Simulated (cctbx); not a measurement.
**From intensities to atoms**

Cell a = 4.2250 Å, b = 4.2250 Å, c = 6.0100 Å, α = 90.00°, β = 90.00°, γ = 120.00°; space group P-3m1 (no. 164); content Sb2 Mn1 Sc1.

The data are simulated with cctbx, not measured: Mo Kα, λ = 0.71073 Å, to d = 0.84 Å, 80 % of the full sphere, strongest reflection 20000 counts, noise from counting, a 1.5 % proportional error and a noise floor of 4 counts (s.d.); no absorption.

Charge flipping in P1 on plain amplitudes to 0.84 Å, δ = 1.1 σ, 20 % of the reflections treated as weak, 100 cycles:

```text
cycle      R  skewness
    0  0.570     0.31
    8  0.405     4.24
   16  0.279     4.49
   24  0.263     4.32
   32  0.261     4.50
   40  0.258     4.40
   48  0.245     4.17
   56  0.264     4.31
   64  0.276     4.37
   72  0.260     4.17
   80  0.248     4.11
   88  0.255     4.43
   96  0.258     4.21
origin shift          correlation  skewness
 0.208  0.851  0.452      0.812      6.60
 0.213  0.857  0.327      0.808      3.32
 0.547  0.507  0.196      0.817      5.16
 0.877  0.192  0.453      0.789      2.57
taken: symmetry correlation 0.812, skewness 6.60
peak      x       y       z  mult  height/sigma
Q1    0.3333  0.6667  0.7465    2     15.1
Q2    0.0000  0.0000  0.5000    1      6.6
Q3    0.0000  0.0000  0.0000    1      6.5
Q4    0.3333  0.6667  0.9728    2      2.0
Q5    0.1602  0.3203  0.7639    6      1.0
Q6    0.2163  0.4325  0.2916    6      1.0
Q7    0.0766  0.5383  0.6445    6      0.9
Q8    0.0000  0.5000  0.0000    3      0.9
```

The origin is taken among those within 0.04 of the best correlation, by the skewness of the map.

Run time: 0.26 s on 1 thread of Arm Neoverse V2, on a shared host, peak memory 0.07 GiB.

**Question.** Which peaks are atoms, and which elements?

Heights go roughly as Z and multiplicities must add up to the content. First model: Q1 = Sb1 (2 in the cell, height 15.1), Q2 = Mn1 (1 in the cell, height 6.6) and Q3 = Sc1 (1 in the cell, height 6.5). Against the true structure, Q1 is Sb, Q2 is Mn and Q3 is Sc; the other peaks are not atoms.

Least squares on F², isotropic:

```text
Rint 0.017, 81 unique reflections to 0.84 A
cycle     R1     wR2    GooF  max shift (A)
   1  0.1402  0.2688  24.139   0.02801
   2  0.0045  0.0096   0.864   0.00000
final R1 0.0045 wR2 0.0096 GooF 0.864  parameters 4  data/parameter 20.2
atom        x        y        z      Ueq    occ   su(xyz)  su(Uiso or U11)
Sb1    0.33333  0.66667  0.74184   0.0037  1.000  0.00003  0.0001
Mn1    0.00000  0.00000  0.50000   0.0048  1.000  0.00000  0.0001
Sc1    0.00000  0.00000  0.00000   0.0044  1.000  0.00000  0.0001
difference map: max 0.17 min -0.19 rms 0.05
Q1    0.2522  0.5043  0.3975    6    0.17  1.95 A from Mn1
Q2    0.3333  0.6667  0.0754    2    0.17  2.00 A from Sb1
Q3    0.0000  0.3097  0.5000    6    0.14  1.31 A from Mn1
Q4    0.0890  0.1780  0.2720    6    0.11  1.52 A from Mn1
Q5    0.2283  0.4567  0.9154    6    0.10  1.30 A from Sb1
```

Anisotropic refinement:

```text
Rint 0.017, 81 unique reflections to 0.84 A
cycle     R1     wR2    GooF  max shift (A)
   1  0.0045  0.0096   0.883   0.00002
   2  0.0045  0.0095   0.870   0.00000
final R1 0.0045 wR2 0.0095 GooF 0.870  parameters 7  data/parameter 11.6
atom        x        y        z      Ueq    occ   su(xyz)  su(Uiso or U11)
Sb1    0.33333  0.66667  0.74184   0.0037  1.000  0.00003  0.0001
Mn1    0.00000  0.00000  0.50000   0.0048  1.000  0.00000  0.0002
Sc1    0.00000  0.00000  0.00000   0.0044  1.000  0.00000  0.0002
difference map: max 0.17 min -0.20 rms 0.05
Q1    0.3333  0.6667  0.0757    2    0.17  2.01 A from Sb1
Q2    0.2572  0.5143  0.3986    6    0.17  1.98 A from Mn1
Q3    0.0000  0.3196  0.5000    6    0.14  1.35 A from Mn1
Q4    0.0853  0.1706  0.2752    6    0.11  1.49 A from Mn1
Q5    0.2288  0.4576  0.9152    6    0.10  1.29 A from Sb1
Q6    0.0879  0.1757  0.8570    6    0.09  1.07 A from Sc1
```

**Reading.** The refinement ends at R1 = 0.0045, wR2 = 0.0095, GooF = 0.87, with difference density between -0.20 and 0.17 e/Å³. Every site matches the true model in element, within 0.001 Å r.m.s., up to an allowed shift of origin.

True model:

| atom | mult. | x | y | z | Ueq (Å²) |
| --- | --- | --- | --- | --- | --- |
| Sb1 | 2 | 2/3 | 1/3 | 0.7582 | 0.0036 |
| Mn1 | 1 | 0 | 0 | 0 | 0.0049 |
| Sc1 | 1 | 0 | 0 | 1/2 | 0.0043 |

The model was made for the exercise: a known structure type with other elements put in, its volume estimated, not relaxed; displacement parameters are assumed.

[Middle refinement cycles are left out of these outputs.]

[Logs are printed without paths, hosts, clocks, repeated set-up lines and the standing remarks that a program may print on its own settings, such as how far it seeks lower states.]
